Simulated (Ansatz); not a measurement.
# Direct or indirect: InP (F-43m)

```
In P
1.0
     0.00000    2.93050    2.93050
     2.93050    0.00000    2.93050
     2.93050    2.93050    0.00000
In P
1 1
Direct
  0.00000 0.00000 0.00000
  0.75000 0.75000 0.75000
```

Method: Ansatz, PBE, independent particles, without spin-orbit coupling, line width 0.1 eV (Gaussian). The band structure gives a fundamental gap of 0.71 eV. The spectrum of vertical transitions near the edge:

```csv
E (eV),"Im ε, E ∥ xyz"
0.24,0.00
0.36,0.00
0.48,0.00
0.60,0.03
0.72,0.37
0.84,0.92
0.96,1.28
1.08,1.46
1.20,1.63
1.32,1.73
1.44,1.92
1.56,2.08
1.68,2.29
1.80,2.51
1.92,2.86
2.04,3.32
```

(1) Is the gap direct or indirect, and about where do vertical transitions set in?

Results:

(1) Direct: the band path has its least direct gap at the fundamental one, 0.71 eV, and the curves rise from there. Lines are broadened by 0.1 eV, which spreads the edge.

[Logs are printed without paths, hosts, clocks, repeated set-up lines and the standing remarks that a program may print on its own settings, such as how far it seeks lower states.]
